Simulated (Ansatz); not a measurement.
## Mg3SiO (model cell, started as antiperovskite): a soft mode frozen in

Which phase does Mg3SiO (model cell, started as antiperovskite) fall into along its unstable mode, and how much energy does it gain?

Main program and level: Ansatz 0.2.0; DFT PBEsol, scalar-relativistic, plane waves, PAW; PAW set soft_1.

The structure was built from a prototype and need not be the compound's stable phase.

### 1. The structure

Symmetry: Pm-3m, No. 221, cubic system. Conventional cell: a = 4.189 Å, b = 4.189 Å, c = 4.189 Å, α = 90.00°, β = 90.00°, γ = 90.00°. Nearest to Si lie 12 Mg at 2.96 Å. Nearest to O lie 6 Mg at 2.09 Å. Mg has 2 O at 2.09 Å and 8 Mg at 2.96 Å and 4 Si at 2.96 Å nearest. Farther neighbours and most contacts between anions are not listed.

Structure file:

```cif
data_structure
_symmetry_space_group_name_H-M 'Pm-3m'
_symmetry_Int_Tables_number 221
_cell_length_a 4.1891
_cell_length_b 4.1891
_cell_length_c 4.1891
_cell_angle_alpha 90.000
_cell_angle_beta 90.000
_cell_angle_gamma 90.000
_cell_volume 73.51
loop_
_atom_site_label
_atom_site_type_symbol
_atom_site_symmetry_multiplicity
_atom_site_Wyckoff_symbol
_atom_site_fract_x
_atom_site_fract_y
_atom_site_fract_z
_atom_site_occupancy
Si1 Si 1 a 0.00000 0.00000 0.00000 1
O1 O 1 b 0.50000 0.50000 0.50000 1
Mg1 Mg 3 c 0.50000 0.50000 0.00000 1
```

### 2. Response at finite wavevector

The cell comes from relaxations at this level that are not shown. Stability and thermal properties need the whole zone. Linear response on a 4×4×4 q mesh gives force constants as far as a supercell of that size would.

The input, input.yaml:

```yaml
crystal:
  lattice:
    - [4.1890907208, 0.0, 0.0]
    - [0.0, 4.1890907208, 0.0]
    - [0.0, 0.0, 4.1890907208]
  atoms:
    - { symbol: Si, position: [0.0, 0.0, 0.0] }
    - { symbol: O, position: [0.5, 0.5, 0.5] }
    - { symbol: Mg, position: [0.5, 0.5, 0.0] }
    - { symbol: Mg, position: [0.5, 0.0, 0.5] }
    - { symbol: Mg, position: [0.0, 0.5, 0.5] }
kpoints:
  mp_grid: { grid: [8, 8, 8] }
hamiltonian:
  xc: pbesol
  pseudopotentials: { kind: paw, azcp: { folder: soft_1 }, xc_functional: pbe }
scf:
  occupations: { method: methfessel_paxton, width: 0.2 }
output:
  eigenvalues: true
phonons:
  method: dfpt
  qmesh: [4, 4, 4]
  temperatures: { t_max: 1000, t_step: 50 }
  qpath:
    path:
      - [[0.0, 0.0, 0.0], [0.0, 0.5, 0.0], [0.5, 0.5, 0.0], [0.0, 0.0, 0.0], [0.5, 0.5, 0.5], [0.0, 0.5, 0.0]]
      - [[0.5, 0.5, 0.5], [0.5, 0.5, 0.0]]
    npoints: 10
```

Launch:

```console
$ ansatz run input.yaml --threads 8 --pin off --max-ram 16384MiB --backend cpu --events-out ev --progress --plain --runs-dir out
```

Numbers of over 12 decimals in the logs are rounded to 6 here.

Log:

```text
Engine: ansatz 0.2.0, aarch64-unknown-linux-gnu
Pseudopotentials: kind: paw
Pseudopotential: Si, paw, valence charge 4, recommended cutoff 420 eV (normal), soft_1/Si.paw.azcp
Pseudopotential: O, paw, valence charge 6, recommended cutoff 420 eV (normal), soft_1/O.paw.azcp
Pseudopotential: Mg, paw, valence charge 10, recommended cutoff 420 eV (normal), soft_1/Mg.paw.azcp
Functional definition: PBEsol
  exchange = pbesol_x
  correlation = pbesol_c
Crystal: 5 atoms, lattice volume = 73.512 Å³
Basis set: ecut = 420 eV, 1419 PW (Γ), exchange–correlation on 60×60×60 points (8 copies of the dense FFT grid, shifted against one another)
Bands: 25, of which v1, the nominal top of the filled ones, is band 20 counted from 1 (19 counted from 0)
Symmetry: 48 space group operations
k-points: 35 of 512
Non-local potential: Si, projectors of the file, l = 0: 2, l = 1: 2, l = 2: 1
Non-local potential: O, projectors of the file, l = 0: 2, l = 1: 2, l = 2: 1
Non-local potential: Mg, projectors of the file, l = 0: 3, l = 1: 2, l = 2: 1
PAW form: soft (Blöchl's): semilocal exchange-correlation on the pseudo side does not see the compensation charge
PAW frozen core: Si, regenerated for the run's functional, and the local potential with it (the file was generated under x = pbe(κ = 0.804, μ = 0.219515), c = pbe(β = 0.066725))
PAW frozen core: O, regenerated for the run's functional, and the local potential with it (the file was generated under x = pbe(κ = 0.804, μ = 0.219515), c = pbe(β = 0.066725))
PAW frozen core: Mg, regenerated for the run's functional, and the local potential with it (the file was generated under x = pbe(κ = 0.804, μ = 0.219515), c = pbe(β = 0.066725))
PAW one-centre angular grid: Si, 110 points (default); XC on 64 Gauss nodes
PAW one-centre angular grid: O, 110 points (default); XC on 64 Gauss nodes
PAW one-centre angular grid: Mg, 110 points (default); XC on 64 Gauss nodes
Initial density: superposition of atomic densities (chi_scale 0.1, normalization cell, long waves kept (reshape's long-wave potential 0.01 eV rms))
Initial wavefunctions: pseudopotential atomic-orbital guess
Functional: x = pbesol(κ = 0.804, μ = 0.123457), c = pbesol(β = 0.046)
SCF iter   1: F=—  HF=-6922.813401 eV  |F-HF|=—  |Δ(HF+E_count)|=         —  Δρ=9.54e-2  dr2=8.33e0  ethr=3.10e-3  ⟨swp⟩=5.4  Hψ=3832  notcnv=0
preconditioner: auto → Resta (q_TF=auto, 2.465 Å⁻¹)  ε∞=4.5  [insulator: Δε(μ)=0.367 eV  Ē_g=9.263 eV  σ=0.200 eV  W_gap=0.75  n_scr=18 (ndim 8)  ℏωp=17.3 eV  f_vac=0.000  D(μ)=0.10/eV (n_scr^D=0)  ε∞_Penn≈4.5]
SCF iter   2: F=—  HF=-6921.321421 eV  |F-HF|=—  |Δ(HF+E_count)|=    1.49e0  S|Δr|=    0.00e0  Δρ=4.15e-2  dr2=1.00e0  ethr=3.10e-3  ⟨swp⟩=3.5  Hψ=1750  notcnv=0  defer=30
preconditioner: auto → Kerker (q_TF=auto, 2.465 Å⁻¹)  [metal: Δε(μ)=0.058 eV  Ē_g=8.367 eV  σ=0.200 eV  W_gap=0.24  n_scr=18 (ndim 8)  ℏωp=16.2 eV  f_vac=0.000  D(μ)=0.31/eV (n_scr^D=0)]
SCF iter   3: F=—  HF=-6921.212478 eV  |F-HF|=—  |Δ(HF+E_count)|=   1.09e-1  S|Δr|=    0.00e0  Δρ=1.64e-2  dr2=3.42e-1  ethr=2.51e-3  ⟨swp⟩=2.1  Hψ=1575  notcnv=0  defer=25
SCF iter   4: F=—  HF=-6921.163309 eV  |F-HF|=—  |Δ(HF+E_count)|=   4.92e-2  S|Δr|=    0.00e0  Δρ=4.70e-3  dr2=4.01e-2  ethr=8.55e-4  ⟨swp⟩=2.0  Hψ=1122  notcnv=0  defer=25
SCF iter   5: F=—  HF=-6921.151905 eV  |F-HF|=—  |Δ(HF+E_count)|=   1.14e-2  S|Δr|=    0.00e0  Δρ=1.31e-3  dr2=2.56e-3  ethr=1.00e-4  ⟨swp⟩=1.4  Hψ=1156  notcnv=0  defer=22
SCF iter   6: F=—  HF=-6921.151127 eV  |F-HF|=—  |Δ(HF+E_count)|=   7.78e-4  S|Δr|=    0.00e0  Δρ=4.67e-4  dr2=1.23e-4  ethr=6.40e-6  ⟨swp⟩=2.4  Hψ=1245  notcnv=0  defer=22
SCF iter   7: F=—  HF=-6921.151092 eV  |F-HF|=—  |Δ(HF+E_count)|=   3.51e-5  S|Δr|=    0.00e0  Δρ=1.06e-4  dr2=6.25e-6  ethr=3.06e-7  ⟨swp⟩=3.0  Hψ=1589  notcnv=0  defer=22
SCF iter   8: F=—  HF=-6921.151092 eV  |F-HF|=—  |Δ(HF+E_count)|=   3.62e-7  S|Δr|=    0.00e0  Δρ=2.08e-5  dr2=2.82e-7  ethr=1.56e-8  ⟨swp⟩=2.0  Hψ=1110  notcnv=0  defer=22
SCF iter   9: F=—  HF=-6921.151091 eV  |F-HF|=—  |Δ(HF+E_count)|=   6.05e-7  S|Δr|=    0.00e0  Δρ=2.44e-6  dr2=4.34e-9  ethr=7.06e-10  ⟨swp⟩=2.0  Hψ=1093  notcnv=0  defer=22
SCF iter  10: F=—  HF=-6921.151091 eV  |F-HF|=—  |Δ(HF+E_count)|=  2.55e-10  S|Δr|=    0.00e0  Δρ=3.91e-7  dr2=8.04e-11  ethr=1.08e-11  ⟨swp⟩=1.5  Hψ=991  notcnv=0  defer=22
SCF iter  11: F=-6921.151091 eV  HF=-6921.151091 eV  |F-HF|=0.00e0  |Δ(HF+E_count)|=  1.27e-11  S|Δr|=    0.00e0  Δρ=4.53e-8  dr2=1.32e-12  ethr=1.00e-12  ⟨swp⟩=9.9  Hψ=4657  notcnv=0
SCF 1 converged in 11 iterations: F = -6921.151091 eV  dr2 = 1.32e-12
  greatest PAW one-centre occupation: 1.000 electrons in one spin orbital (limit 2), on the Mg atom at site 4 (counted from 0), in its partial waves of l = 0
Initial density: read from a saved state, or passed on in memory by an earlier SCF of this step, an earlier step, the calling program or the single point that the run made first
iter 1 solved again at ethr=6.39e-8 eV; its pass at ethr=3.10e-3 eV (dr2=2.56e-5 eV) is discarded
SCF iter   1: F=—  HF=-6921.151091 eV  |F-HF|=—  |Δ(HF+E_count)|=         —  Δρ=1.75e-7  dr2=8.34e-12  ethr=6.39e-8  ⟨swp⟩=3.5  Hψ=6391  notcnv=0
eigensolver tolerance schedule: the retry pair's looser diagonalisation over-reported the residual by 3067106.20 of it (diagonalisation noise at an unbounded share of the residual, at the tolerance the schedule requests for it); recorded, not acted on — ethr = c·dr2/N_el stays at c = 1.0e-1
preconditioner: auto → Kerker (q_TF=auto, 2.465 Å⁻¹)  [metal: Δε(μ)=0.126 eV  Ē_g=8.243 eV  σ=0.200 eV  W_gap=0.44  n_scr=18 (ndim 8)  ℏωp=16.2 eV  f_vac=0.000  D(μ)=0.37/eV (n_scr^D=0)]
SCF iter   2: F=—  HF=-6921.151091 eV  |F-HF|=—  |Δ(HF+E_count)|=   4.37e-8  S|Δr|=    0.00e0  Δρ=8.13e-8  dr2=1.99e-12  ethr=1.00e-12  ⟨swp⟩=6.8  Hψ=3884  notcnv=0
SCF iter   3: F=-6921.151091 eV  HF=-6921.151091 eV  |F-HF|=9.09e-13  |Δ(HF+E_count)|=    0.00e0  S|Δr|=    0.00e0  Δρ=5.20e-8  dr2=9.21e-13  ethr=1.00e-12  ⟨swp⟩=1.0  Hψ=1893  notcnv=0
SCF 2 converged in 3 iterations: F = -6921.151091 eV  dr2 = 9.21e-13
  greatest PAW one-centre occupation: 1.000 electrons in one spin orbital (limit 2), on the Mg atom at site 2 (counted from 0), in its partial waves of l = 0
phonons: the bands overlap, so this run is a metal and interpolates without the dipole-dipole term. If the crystal is really an insulator or semiconductor, its LO-TO splitting is missing
NSCF: frozen V_eff on 35 k-points
WARN: eigensolver did not converge (k=31): 1 band(s) unlocked after 20 sweeps at ethr=1.06e-12 eV (storage-precision floor; scheduled 1.00e-12 eV) (lowest unlocked band 24, counted from 0; max residual 1.28e-3 eV among the unlocked bands, 1.28e-3 eV over every band; other slots of this pass that fall short are told together in one closing line; warning suppressed until the next SCF loop or pass starts)
NSCF: frozen V_eff on 125 k-points
DFPT response loops at q = (0, 0, 0) (fractional): preconditioner auto → Kerker (q_TF=auto, 2.465 Å⁻¹) (partly filled bands, converged f_vac=0.000); β = 1.00, the filter's whole step (`scf.mixing.beta` (0.50) is not read by the response loops under this deck's `scf.mixing.preconditioner`; to damp them name `kerker` or `kerker_dos`, under which they read `scf.mixing.beta`, and type it under 1.00, their step now; both keys bind the ground state too); Broyden in place of MSR1
NSCF: frozen V_eff on 400 k-points
DFPT response loops at q = (0, 0, 0.25) (fractional): mixed as the last ones told, above
NSCF: frozen V_eff on 250 k-points
DFPT response loops at q = (0, 0, -0.5) (fractional): mixed as the last ones told, above
NSCF: frozen V_eff on 640 k-points
DFPT response loops at q = (0, 0.25, 0.25) (fractional): mixed as the last ones told, above
NSCF: frozen V_eff on 400 k-points
DFPT response loops at q = (0, 0.25, -0.5) (fractional): mixed as the last ones told, above
NSCF: frozen V_eff on 250 k-points
DFPT response loops at q = (0, -0.5, -0.5) (fractional): mixed as the last ones told, above
NSCF: frozen V_eff on 1024 k-points
DFPT response loops at q = (0.25, 0.25, 0.25) (fractional): mixed as the last ones told, above
NSCF: frozen V_eff on 640 k-points
DFPT response loops at q = (0.25, 0.25, -0.5) (fractional): mixed as the last ones told, above
NSCF: frozen V_eff on 400 k-points
DFPT response loops at q = (0.25, -0.5, -0.5) (fractional): mixed as the last ones told, above
NSCF: frozen V_eff on 250 k-points
DFPT response loops at q = (-0.5, -0.5, -0.5) (fractional): mixed as the last ones told, above
SCF converged after 11 iterations
Stability not checked: this state was not tested for a lower state beside it, because cold or Methfessel-Paxton smearing, or corrected tetrahedra, fill the levels in a way that the test cannot read (fill_not_monotonic; see scf.lower_state_search)
Free energy (F): -6921.151091 eV
Harris-Foulkes:  -6921.151091 eV  (|F-HF|=0.00e0)
Internal energy: -6921.151791 eV  (E = F + TS)
E sigma→0 (E₀):  -6921.151266 eV
Entropy (-TS):   0.000700 eV (0.140 meV/atom)
Fermi energy:    8.748642 eV
--- Per-component energies (eV) ---
  E_band       = -988.772808
  E_kinetic    = 423.638409
  E_local      = -5524.454847  (includes V_loc(G=0)·N_el)
  E_nonlocal   = 661.247822
  E_hartree    = 1933.183202
  E_xc         = -208.128300
  E_vxc        = -244.337603  (∫ρ·V_xc dr)
  E_paw        = -1523.849729  (= ΣΔE_a)
  E_vpaw       = -171.233503  (= ΣTr[D̂ρ^β])
  E_aug_tail   = 0.000546  (compensation charges beyond the density's cutoff)
  E_ewald      = -2683.032331
  E_core_change = 0.243436  (= ΣΔE_core)
  E_smearing   = 0.000700  (= −TS)
  E_closure    = -0.000000  (closes the sum)
  Σ components = -6921.151091   (vs F -6921.151091, Δ=0.00e0)
--- Band table (eV; the first three rows and the last of 35) ---
  k-point 0: bands = [... 16 lower, 2.4143, 8.2600, 8.2600, 8.2600, 9.3007, 9.3007, 10.5506, 14.4083, ... 1 higher]
  k-point 1: bands = [... 16 lower, 2.4351, 7.1615, 8.2317, 8.2317, 9.4126, 9.9908, 11.3804, 13.9154, ... 1 higher]
  k-point 2: bands = [... 16 lower, 2.5353, 5.7857, 8.1565, 8.1565, 9.7279, 10.6741, 13.2322, 13.2322, ... 1 higher]
  k-point 34: bands = [... 16 lower, 2.2786, 5.2360, 5.2360, 5.2360, 10.4392, 10.4392, 10.4392, 13.2570, ... 1 higher]
--- Phonons (Γ-DFPT): 4 representative perturbations + reference (Σ response iterations 12) ---
  ASR residual: 1.611e-4 → 0.000e0 eV/Å²; symmetrization residual: 4.608e-6 eV/Å²
  ASR residual per site (eV/Å²): 3.58e-6 1.61e-4 2.74e-5 2.74e-5 2.74e-5
  Γ frequencies (cm⁻¹): 0.00 0.00 0.00 171.55 171.55 171.55 202.98 202.98 202.98 303.21 303.21 303.21 436.19 436.19 436.19
--- Phonons (arbitrary-q DFPT): 10 irreducible q on the 4×4×4 mesh ---
  q = [0.0000, 0.0000, 0.0000] (star 1, of the zone-centre solve; hermiticity 8.95e-7, symmetrization 1.33e-12): -0.00 -0.00 0.00 171.55 171.55 171.55 202.98 202.98 202.98 303.21 303.21 303.21 436.19 436.19 436.19
  q = [0.0000, 0.0000, 0.2500] (star 6, 9 solved perturbations in 1560 linear systems a pass and spin channel, the states on 200 of 512 k-point pairs; hermiticity 7.30e-7, symmetrization 4.51e-13): 89.89 89.89 143.89 176.21 177.01 177.01 198.78 198.78 268.60 305.99 305.99 343.35 435.35 435.35 458.27
  q = [0.0000, 0.0000, -0.5000] (star 3, 9 solved perturbations in 975 linear systems a pass and spin channel, the states on 125 of 512 k-point pairs; hermiticity 4.62e-7, symmetrization 1.52e-12): 132.93 132.93 176.54 176.54 181.76 193.29 193.29 236.81 249.17 313.05 313.05 366.92 435.33 435.33 466.83
  q = [0.0000, 0.2500, 0.2500] (star 12, 9 solved perturbations in 2460 linear systems a pass and spin channel, the states on 320 of 512 k-point pairs; hermiticity 6.14e-7, symmetrization 1.85e-13): 95.93 116.31 149.03 172.67 184.62 189.68 205.52 223.17 267.86 291.96 299.96 375.20 408.16 431.90 458.61
  q = [0.0000, 0.2500, -0.5000] (star 12, 15 solved perturbations on 200 of 512 k-point pairs; hermiticity 8.60e-7, symmetrization 3.03e-14): 92.36 153.60 155.43 167.06 187.91 189.11 204.49 232.42 281.23 286.44 297.02 383.74 422.12 429.41 434.16
  q = [0.0000, -0.5000, -0.5000] (star 3, 9 solved perturbations in 975 linear systems a pass and spin channel, the states on 125 of 512 k-point pairs; hermiticity 1.07e-6, symmetrization 9.06e-14): -46.27 87.85 176.96 176.96 198.25 198.25 206.02 206.02 224.08 283.43 338.85 378.86 378.86 424.65 449.59
  q = [0.2500, 0.2500, 0.2500] (star 8, 4 solved perturbations in 1376 linear systems a pass and spin channel, the states on 512 of 512 k-point pairs; hermiticity 4.05e-7, symmetrization 1.21e-12): 101.80 101.80 119.51 202.69 202.69 217.27 226.12 226.12 241.55 296.41 296.41 367.23 409.57 409.57 462.18
  q = [0.2500, 0.2500, -0.5000] (star 12, 9 solved perturbations in 2460 linear systems a pass and spin channel, the states on 320 of 512 k-point pairs; hermiticity 6.31e-7, symmetrization 3.70e-13): 89.03 102.03 112.32 185.69 195.34 217.28 235.54 243.11 278.76 286.48 292.34 357.32 393.99 413.02 465.92
  q = [0.2500, -0.5000, -0.5000] (star 6, 9 solved perturbations in 1560 linear systems a pass and spin channel, the states on 200 of 512 k-point pairs; hermiticity 8.93e-7, symmetrization 1.54e-13): -38.59 98.14 98.14 194.89 213.32 213.32 246.75 246.75 268.50 283.86 289.43 378.02 383.49 383.49 480.67
  q = [-0.5000, -0.5000, -0.5000] (star 1, 4 solved perturbations in 350 linear systems a pass and spin channel, the states on 125 of 512 k-point pairs; hermiticity 6.75e-7, symmetrization 1.37e-12): -34.18 -34.18 -34.18 226.01 226.01 226.01 263.22 263.22 263.22 284.34 284.34 391.46 391.46 391.46 469.18
  sum rule: each row above includes the acoustic sum rule's correction from the zone centre's row sums; it moved no ω² by more than (1.65 cm⁻¹)²
  mesh force constants: q→R imaginary residual 1.00e-18; ASR residual 1.611e-4 → 0.000e0 eV/Å²; symmetrization residual 1.599e-14 eV/Å²
  interpolated dispersion: 62 rows × 15 modes
  density of states and harmonic sums: on the 16×16×16 q-mesh, interpolated from the force constants of a 4×4×4 supercell (no non-analytic term)
  largest difference from the sums on the solved wave vectors: F 4.56e-2 eV, S 5.84e-5 and C_V 1.35e-5 eV/K
  zero-point energy: 0.238987 eV/cell   skipped modes (ω ≤ 0): 30, of them read as no rigid motion or as one in doubt: 27 (8.496e-2 modes/cell left out, lowest -46.27 cm⁻¹)   left out of the sums: 5.71e-3 of the cell's modes: C_V's classical limit lies that fraction below 3 k_B per atom; for a crystal, a wire or a layer, F and S can be off by more, and a phonons.interpolated_qmesh denser along its periods is the remedy for the sampling
```

The job ended after 4.6 min (8 threads of Arm Neoverse V2, shared host; peak memory 2.2 GiB; 36 min of CPU time).

In the SCF lines HF is the Harris–Foulkes energy and dr2 the Hartree energy of the density residual, in eV; the loop may stop once dr2 is under the threshold and the program's other checks hold. Hψ counts applications of the Hamiltonian.

Numbers from this step:

| Item | Value |
| --- | --- |
| volume per atom | 14.70 Å³ |
| gap on the k-mesh | 0 eV |
| sum-rule residual before enforcement | 1.61e-4 eV/Å² |
| lowest frequency on the path | -46.27 cm⁻¹ |
| point group | m-3m |
| highest frequency on the path or at a solved wavevector | 480.8 cm⁻¹ |
| highest optical mode at the zone centre (no LO-TO term) | 436.2 cm⁻¹ |
| lowest optical zone-centre mode | 171.6 cm⁻¹ |
| lowest mode on the q mesh (acoustic modes at Γ apart) | -46.27 cm⁻¹ |

Frequencies (cm⁻¹) solved at each irreducible wavevector; negative means imaginary. Frequencies by wavevector, by row:

```
q in reciprocal lattice units  star  mode 1  mode 2  mode 3  mode 4  mode 13  mode 14  mode 15
                        0 0 0     1       0       0       0   171.6    436.2    436.2    436.2
                     0 0 0.25     6    89.9    89.9   143.9   176.2    435.4    435.4    458.3
                     0 0 -0.5     3   132.9   132.9   176.5   176.5    435.3    435.3    466.8
                  0 0.25 0.25    12    95.9   116.3     149   172.7    408.2    431.9    458.6
                  0 0.25 -0.5    12    92.4   153.6   155.4   167.1    422.1    429.4    434.2
                  0 -0.5 -0.5     3   -46.3    87.8     177     177    378.9    424.6    449.6
               0.25 0.25 0.25     8   101.8   101.8   119.5   202.7    409.6    409.6    462.2
               0.25 0.25 -0.5    12      89     102   112.3   185.7      394      413    465.9
               0.25 -0.5 -0.5     6   -38.6    98.1    98.1   194.9    383.5    383.5    480.7
               -0.5 -0.5 -0.5     1   -34.2   -34.2   -34.2     226    391.5    391.5    469.2
```

Interpolated from a 4×4×4 q mesh. Phonon branches along the path, in cm⁻¹:

```
    point  branch 1  branch 2  branch 3  branch 4  branch 12  branch 13  branch 14  branch 15
        Γ         0         0         0       172        303        436        436        436
  halfway        90        90       144       176        343        435        435        458
        X       133       133       176       176        367        435        435        467
  halfway        92       154       155       167        384        422        429        434
        M       -46        88       177       177        379        379        425        450
  halfway        96       116       149       173        375        408        432        459
        Γ         0         0         0       172        303        436        436        436
  halfway       102       102       120       203        367        410        410        462
        R       -34       -34       -34       226        392        392        392        469
  halfway        89       102       112       186        357        394        413        466
        X       133       133       176       176        367        435        435        467
jump to R       -34       -34       -34       226        392        392        392        469
  halfway       -39        98        98       195        378        384        384        481
        M       -46        88       177       177        379        379        425        450
```

Symmetry leaves 10 wavevectors to solve. The lowest mode among them, the acoustic zeros apart, lies at q = (0, -0.5, -0.5) and is imaginary, 46.3i cm⁻¹, so the energy falls along it.

(Continued in part 2 of 2.)

[Logs are printed without paths, hosts, clocks, repeated set-up lines and the standing remarks that a program may print on its own settings, such as how far it seeks lower states.]

[Hosts, paths, dates, database ids (printed as entryN), source tags and the programs' standing remarks are cut or masked in the printed files.]
